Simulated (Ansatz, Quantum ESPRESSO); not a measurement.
# From contact to tunnelling: a In chain with one bond drawn out, part 2 of 5

Wanted: T at the Fermi level along a series, and its decay constant, for a In chain with one bond drawn out.

Quantum ESPRESSO 7.5; plane-wave DFT, LDA, GBRV ultrasoft pseudopotentials; cross-check by Ansatz 0.2.0 with PAW datasets.

So far. Step 2 (SCF with pw.x, 0.5 Å): The run needed 15 iterations to bring the estimated error under 1e-07 Ry; the largest force on any atom, held or free, is 0.34 eV/Å.

**3. The open system, 0.5 Å**

Level of this step: transmission by pwcond, lead and junction from one cell; plane-wave DFT, LDA, GBRV ultrasoft pseudopotentials (Quantum ESPRESSO).

prefixt takes both regions from one run: the lead from 0 to bdl, the scattering region from bdl to bds (units of alat). ikind = 1 puts the same lead on both sides. The program's T_tot counts both spins in a run without spin; the tables below give T per spin.

j0.cond.in reads:

```
&inputcond
  outdir = './out'
  prefixt = 'j0.scf'
  tran_file = 'j0.cond.dat'
  bdl = 0.7866666667
  bds = 4.0000000000
  ikind = 1
  ewind = 4.0
  epsproj = 1e-05
  nz1 = 7
  energy0 = 2.0
  denergy = -0.1
/
1
  0.00000000 0.00000000 1.00000000
41
```

On the command line:

```bash
$ OMP_NUM_THREADS=1 mpirun -n 4 pwcond.x -in j0.cond.in > j0.cond.out
```

What it wrote:

```text
[banner, memory and clock lines left out]
Program PWCOND v.7.5 starts

          URL

     ./out/j0.scf.save/

     IMPORTANT: XC functional enforced from input :
     Exchange-correlation= PZ
                           (   1   1   0   0   0   0   0)
     Any further DFT definition will be discarded
     Please, verify this is what you really want

     Check: negative core charge=   -0.000001

     negative rho (up, down):  6.129E-03 0.000E+00
     Reading collected, re-writing distributed wavefunctions

===== INPUT FILE containing all the regions =====

     GEOMETRY:

     lattice parameter (alat)  =      14.1729  a.u.
     the volume                =   11387.8145 (a.u.)^3
     the cross section         =     200.8724 (a.u.)^2
     l of the unit cell        =       4.0000 (alat)
     number of atoms/cell      =           10
     number of atomic types    =            1

     crystal axes: (cart. coord. in units of alat)
               a(1) = (  1.0000  0.0000  0.0000 )
               a(2) = (  0.0000  1.0000  0.0000 )
               a(3) = (  0.0000  0.0000  4.0000 )

   Cartesian axes

     site n.     atom                  positions (alat units)
          1        In     tau(  1)=(  0.5000  0.5000  4.0000  )
          2        In     tau(  2)=(  0.5000  0.5000  0.3933  )
          3        In     tau(  3)=(  0.5000  0.5000  0.7867  )
          4        In     tau(  4)=(  0.5000  0.5000  1.1800  )
          5        In     tau(  5)=(  0.5000  0.5000  1.5733  )
          6        In     tau(  6)=(  0.5000  0.5000  2.0333  )
          7        In     tau(  7)=(  0.5000  0.5000  2.4267  )
          8        In     tau(  8)=(  0.5000  0.5000  2.8200  )
          9        In     tau(  9)=(  0.5000  0.5000  3.2133  )
         10        In     tau( 10)=(  0.5000  0.5000  3.6067  )

     nr1s                      =           54
     nr2s                      =           54
     nr3s                      =          216
     nr1sx                     =           54
     nr2sx                     =           54
     nr3sx                     =          216
     nr1                       =           60
     nr2                       =           60
     nr3                       =          240
     nr1x                      =           60
     nr2x                      =           60
     nr3x                      =          240

 _______________________________
  Radii of nonlocal spheres:

     type       ibeta     ang. mom.          radius (alat units)
       In         1         0                    0.1706
       In         2         0                    0.1706
       In         3         1                    0.1706
       In         4         1                    0.1706
       In         5         2                    0.1706
       In         6         2                    0.1706
----- General information -----

--- T calc. with identical leads (ikind=1) ---

     nrx                       =           54
     nry                       =           54
     nz1                       =            7

     energy0               =         2.0E+00
     denergy               =        -1.0E-01
     nenergy               =         41
     ecut2d                =         3.4E+01
     ewind                 =         4.0E+00
     epsproj               =         1.0E-05

     number of k_|| points=    1
                       cryst. coord.
        k(    1) = (   0.0000000   0.0000000), wk =   1.0000000
----- Information about left/right lead -----

     nocros                   =           18
     noins                    =           18
     norb                     =           54
     norbf                    =          162
     nrz                      =           42

      iorb      type   ibeta   ang. mom.   m       position (alat)
        1        1       1        0        1   taunew(   1)=(  0.5000  0.5000  0.0000)
        2        1       2        0        1   taunew(   2)=(  0.5000  0.5000  0.0000)
        3        1       3        1        1   taunew(   3)=(  0.5000  0.5000  0.0000)
        4        1       3        1        2   taunew(   4)=(  0.5000  0.5000  0.0000)
        5        1       3        1        3   taunew(   5)=(  0.5000  0.5000  0.0000)
        6        1       4        1        1   taunew(   6)=(  0.5000  0.5000  0.0000)
        7        1       4        1        2   taunew(   7)=(  0.5000  0.5000  0.0000)
        8        1       4        1        3   taunew(   8)=(  0.5000  0.5000  0.0000)
        9        1       5        2        1   taunew(   9)=(  0.5000  0.5000  0.0000)
       10        1       5        2        2   taunew(  10)=(  0.5000  0.5000  0.0000)
       11        1       5        2        3   taunew(  11)=(  0.5000  0.5000  0.0000)
       12        1       5        2        4   taunew(  12)=(  0.5000  0.5000  0.0000)
       13        1       5        2        5   taunew(  13)=(  0.5000  0.5000  0.0000)
       14        1       6        2        1   taunew(  14)=(  0.5000  0.5000  0.0000)
       15        1       6        2        2   taunew(  15)=(  0.5000  0.5000  0.0000)
       16        1       6        2        3   taunew(  16)=(  0.5000  0.5000  0.0000)
       17        1       6        2        4   taunew(  17)=(  0.5000  0.5000  0.0000)
       18        1       6        2        5   taunew(  18)=(  0.5000  0.5000  0.0000)
       19        1       1        0        1   taunew(  19)=(  0.5000  0.5000  0.3933)
       20        1       2        0        1   taunew(  20)=(  0.5000  0.5000  0.3933)
       21        1       3        1        1   taunew(  21)=(  0.5000  0.5000  0.3933)
       22        1       3        1        2   taunew(  22)=(  0.5000  0.5000  0.3933)
       23        1       3        1        3   taunew(  23)=(  0.5000  0.5000  0.3933)
       24        1       4        1        1   taunew(  24)=(  0.5000  0.5000  0.3933)
       25        1       4        1        2   taunew(  25)=(  0.5000  0.5000  0.3933)
       26        1       4        1        3   taunew(  26)=(  0.5000  0.5000  0.3933)
       27        1       5        2        1   taunew(  27)=(  0.5000  0.5000  0.3933)
       28        1       5        2        2   taunew(  28)=(  0.5000  0.5000  0.3933)
       29        1       5        2        3   taunew(  29)=(  0.5000  0.5000  0.3933)
       30        1       5        2        4   taunew(  30)=(  0.5000  0.5000  0.3933)
       31        1       5        2        5   taunew(  31)=(  0.5000  0.5000  0.3933)
       32        1       6        2        1   taunew(  32)=(  0.5000  0.5000  0.3933)
       33        1       6        2        2   taunew(  33)=(  0.5000  0.5000  0.3933)
       34        1       6        2        3   taunew(  34)=(  0.5000  0.5000  0.3933)
[...]
141        1       6        2        2   taunew( 141)=(  0.5000  0.5000  2.8200)
      142        1       6        2        3   taunew( 142)=(  0.5000  0.5000  2.8200)
      143        1       6        2        4   taunew( 143)=(  0.5000  0.5000  2.8200)
      144        1       6        2        5   taunew( 144)=(  0.5000  0.5000  2.8200)
      145        1       1        0        1   taunew( 145)=(  0.5000  0.5000  3.2133)
      146        1       2        0        1   taunew( 146)=(  0.5000  0.5000  3.2133)
      147        1       3        1        1   taunew( 147)=(  0.5000  0.5000  3.2133)
      148        1       3        1        2   taunew( 148)=(  0.5000  0.5000  3.2133)
      149        1       3        1        3   taunew( 149)=(  0.5000  0.5000  3.2133)
      150        1       4        1        1   taunew( 150)=(  0.5000  0.5000  3.2133)
      151        1       4        1        2   taunew( 151)=(  0.5000  0.5000  3.2133)
      152        1       4        1        3   taunew( 152)=(  0.5000  0.5000  3.2133)
      153        1       5        2        1   taunew( 153)=(  0.5000  0.5000  3.2133)
      154        1       5        2        2   taunew( 154)=(  0.5000  0.5000  3.2133)
      155        1       5        2        3   taunew( 155)=(  0.5000  0.5000  3.2133)
      156        1       5        2        4   taunew( 156)=(  0.5000  0.5000  3.2133)
      157        1       5        2        5   taunew( 157)=(  0.5000  0.5000  3.2133)
      158        1       6        2        1   taunew( 158)=(  0.5000  0.5000  3.2133)
      159        1       6        2        2   taunew( 159)=(  0.5000  0.5000  3.2133)
      160        1       6        2        3   taunew( 160)=(  0.5000  0.5000  3.2133)
      161        1       6        2        4   taunew( 161)=(  0.5000  0.5000  3.2133)
      162        1       6        2        5   taunew( 162)=(  0.5000  0.5000  3.2133)
 ngper, shell number =          545          70
 ngper, n2d =          545         133
---  E-Ef =    2.0000000  k =    0.0000000   0.0000000
---  ie =          1  ik =          1
 Nchannels of the left tip =            3
 Right moving states:
   k1(2pi/a)   k2(2pi/a)   E-Ef (eV)
  -0.3123775   0.0000034   2.0000000
  -0.3123775   0.0000034   2.0000000
   0.3200490  -0.0000082   2.0000000
 Left moving states:
   k1(2pi/a)   k2(2pi/a)   E-Ef (eV)
   0.3123775   0.0000034   2.0000000
   0.3123775   0.0000034   2.0000000
  -0.3200490  -0.0000082   2.0000000

 to transmit
 Band j to band i transmissions and reflections:
    j         i     |T_ij|^2    |R_ij|^2

    1 -->     1     0.78093     0.14418
    1 -->     2     0.00000     0.07489
    1 -->     3     0.00000     0.00000
   Total T_j, R_j =    0.78093  0.21907

    2 -->     1     0.00000     0.07489
    2 -->     2     0.78093     0.14418
    2 -->     3     0.00000     0.00000
   Total T_j, R_j =    0.78093  0.21907

    3 -->     1     0.00000     0.00000
    3 -->     2     0.00000     0.00000
    3 -->     3     0.92828     0.07172
   Total T_j, R_j =    0.92828  0.07172

E-Ef(ev), T(x2 spins) =    2.0000000   4.9802848
---  E-Ef =    1.9000000  k =    0.0000000   0.0000000
---  ie =          2  ik =          1
 Nchannels of the left tip =            3
 Right moving states:
   k1(2pi/a)   k2(2pi/a)   E-Ef (eV)
   0.3122261  -0.0000083   1.9000000
  -0.3303933   0.0000034   1.9000000
  -0.3303933   0.0000034   1.9000000
 Left moving states:
   k1(2pi/a)   k2(2pi/a)   E-Ef (eV)
  -0.3122261  -0.0000083   1.9000000
   0.3303933   0.0000034   1.9000000
   0.3303933   0.0000034   1.9000000

 to transmit
 Band j to band i transmissions and reflections:
    j         i     |T_ij|^2    |R_ij|^2

    1 -->     1     0.92765     0.07235
    1 -->     2     0.00000     0.00000
    1 -->     3     0.00000     0.00000
   Total T_j, R_j =    0.92765  0.07235

    2 -->     1     0.00000     0.00000
    2 -->     2     0.78855     0.13199
    2 -->     3     0.00000     0.07946
   Total T_j, R_j =    0.78855  0.21145

    3 -->     1     0.00000     0.00000
    3 -->     2     0.00000     0.07946
    3 -->     3     0.78855     0.13199
   Total T_j, R_j =    0.78855  0.21145

E-Ef(ev), T(x2 spins) =    1.9000000   5.0095251
---  E-Ef =    1.8000000  k =    0.0000000   0.0000000
---  ie =          3  ik =          1
 Nchannels of the left tip =            3
 Right moving states:
   k1(2pi/a)   k2(2pi/a)   E-Ef (eV)
   0.3043621  -0.0000084   1.8000000
  -0.3486246   0.0000034   1.8000000
  -0.3486246   0.0000034   1.8000000
 Left moving states:
   k1(2pi/a)   k2(2pi/a)   E-Ef (eV)
  -0.3043621  -0.0000084   1.8000000
   0.3486246   0.0000034   1.8000000
   0.3486246   0.0000034   1.8000000

 to transmit
 Band j to band i transmissions and reflections:
    j         i     |T_ij|^2    |R_ij|^2

    1 -->     1     0.92721     0.07279
    1 -->     2     0.00000     0.00000
    1 -->     3     0.00000     0.00000
   Total T_j, R_j =    0.92721  0.07279

    2 -->     1     0.00000     0.00000
    2 -->     2     0.79441     0.12173
    2 -->     3     0.00000     0.08385
   Total T_j, R_j =    0.79441  0.20559

    3 -->     1     0.00000     0.00000
    3 -->     2     0.00000     0.08385
    3 -->     3     0.79441     0.12173
   Total T_j, R_j =    0.79441  0.20559

E-Ef(ev), T(x2 spins) =    1.8000000   5.0320702
[... further energies and points left out ...]
---  E-Ef =   -1.8000000  k =    0.0000000   0.0000000
---  ie =         39  ik =          1
 Nchannels of the left tip =            0
 Right moving states:
   k1(2pi/a)   k2(2pi/a)   E-Ef (eV)
 Left moving states:
   k1(2pi/a)   k2(2pi/a)   E-Ef (eV)

 to transmit
          E-Ef(ev), T =   -1.8000000   0.0000000
---  E-Ef =   -1.9000000  k =    0.0000000   0.0000000
---  ie =         40  ik =          1
 Nchannels of the left tip =            0
 Right moving states:
   k1(2pi/a)   k2(2pi/a)   E-Ef (eV)
 Left moving states:
   k1(2pi/a)   k2(2pi/a)   E-Ef (eV)

 to transmit
          E-Ef(ev), T =   -1.9000000   0.0000000
---  E-Ef =   -2.0000000  k =    0.0000000   0.0000000
---  ie =         41  ik =          1
 Nchannels of the left tip =            0
 Right moving states:
   k1(2pi/a)   k2(2pi/a)   E-Ef (eV)
 Left moving states:
   k1(2pi/a)   k2(2pi/a)   E-Ef (eV)

 to transmit
          E-Ef(ev), T =   -2.0000000   0.0000000
   T_tot     2.00000      0.49803E+01
   T_tot     1.90000      0.50095E+01
   T_tot     1.80000      0.50321E+01
   T_tot     1.70000      0.50499E+01
   T_tot     1.60000      0.50632E+01
   T_tot     1.50000      0.50696E+01
   T_tot     1.40000      0.50645E+01
   T_tot     1.30000      0.50429E+01
   T_tot     1.20000      0.50001E+01
   T_tot     1.10000      0.49172E+01
   T_tot     1.00000      0.49940E+01
   T_tot     0.90000      0.48972E+01
   T_tot     0.80000      0.48643E+01
   T_tot     0.70000      0.48609E+01
   T_tot     0.60000      0.48756E+01
   T_tot     0.50000      0.48918E+01
   T_tot     0.40000      0.49050E+01
   T_tot     0.30000      0.49463E+01
   T_tot     0.20000      0.50811E+01
   T_tot     0.10000      0.53387E+01
   T_tot    -0.00000      0.55331E+01
   T_tot    -0.10000      0.53105E+01
   T_tot    -0.20000      0.18688E+01
   T_tot    -0.30000      0.18689E+01
   T_tot    -0.40000      0.18689E+01
   T_tot    -0.50000      0.18691E+01
   T_tot    -0.60000      0.18697E+01
   T_tot    -0.70000      0.18710E+01
   T_tot    -0.80000      0.18733E+01
   T_tot    -0.90000      0.18769E+01
   T_tot    -1.00000      0.18820E+01
   T_tot    -1.10000      0.18872E+01
   T_tot    -1.20000      0.18792E+01
   T_tot    -1.30000      0.00000E+00
   T_tot    -1.40000      0.00000E+00
   T_tot    -1.50000      0.00000E+00
   T_tot    -1.60000      0.00000E+00
   T_tot    -1.70000      0.00000E+00
   T_tot    -1.80000      0.00000E+00
   T_tot    -1.90000      0.00000E+00
   T_tot    -2.00000      0.00000E+00

Note: The following floating-point exceptions are signalling: IEEE_UNDERFLOW_FLAG
Note: The following floating-point exceptions are signalling: IEEE_UNDERFLOW_FLAG
Note: The following floating-point exceptions are signalling: IEEE_UNDERFLOW_FLAG
Note: The following floating-point exceptions are signalling: IEEE_UNDERFLOW_FLAG
```

Run time: 2.1 min. Hardware: 4 MPI ranks of Arm Neoverse V2, shared host; peak memory 0.39 GiB; 8.5 min of CPU time.

Numbers from this step:

```
lead channels at the Fermi level, one spin : 3
transmission at the Fermi level, one spin  : 2.767
conductance                                : 2.767 G₀
```

Per spin. Open channels against energy, zero at the Fermi level:

energy (eV), open channels and a bar:
```
    -2.00       0.00 
    -1.90       0.00 
    -1.80       0.00 
    -1.70       0.00 
    -1.60       0.00 
    -1.50       0.00 
    -1.40       0.00 
    -1.20       1.00 ##########
    -1.10       1.00 ##########
    -1.00       1.00 ##########
    -0.90       1.00 ##########
    -0.80       1.00 ##########
    -0.70       1.00 ##########
    -0.60       1.00 ##########
    -0.50       1.00 ##########
    -0.40       1.00 ##########
    -0.30       1.00 ##########
    -0.20       1.00 ##########
    -0.10       3.00 ##############################
     0.00       3.00 ##############################
     0.10       3.00 ##############################
     0.20       3.00 ##############################
     0.30       3.00 ##############################
     0.40       3.00 ##############################
     0.50       3.00 ##############################
     0.60       3.00 ##############################
     0.70       3.00 ##############################
     0.80       3.00 ##############################
     0.90       3.00 ##############################
     1.00       3.00 ##############################
     1.10       3.00 ##############################
     1.20       3.00 ##############################
     1.40       3.00 ##############################
     1.50       3.00 ##############################
     1.60       3.00 ##############################
     1.70       3.00 ##############################
     1.80       3.00 ##############################
     1.90       3.00 ##############################
     2.00       3.00 ##############################
```

Per spin. Table of transmission by energy, zero at the Fermi level:

```
energy (eV)  transmission
      -2.00             0
      -1.80             0
      -1.60             0
      -1.40             0
      -1.20         0.940
      -1.00         0.941
      -0.90         0.938
      -0.70         0.935
      -0.50         0.935
      -0.30         0.934
      -0.10          2.66
       0.00          2.77
       0.10          2.67
       0.30          2.47
       0.50          2.45
       0.70          2.43
       0.90          2.45
       1.00          2.50
       1.20          2.50
       1.40          2.53
       1.60          2.53
       1.80          2.52
       2.00          2.49
```

(Continued in part 3 of 5.)

[Long decimals in the printed logs are rounded to 6 places.]

[Repeated lines of the later SCF iterations (solver, time, negative density, dipole) and banner, clock, host and MPI lines are left out of these logs without a mark at each place.]

[Logs are printed without paths, hosts, clocks, repeated set-up lines and the standing remarks that a program may print on its own settings, such as how far it seeks lower states.]

[Hosts, paths, dates, database ids (printed as entryN), source tags and the programs' standing remarks are cut or masked in the printed files.]

[Maps of the electrostatic potential energy from Ansatz leave out the sawtooth potential of an applied field or a dipole correction, so their vacuum need not be flat; planar profiles and work functions include it.]
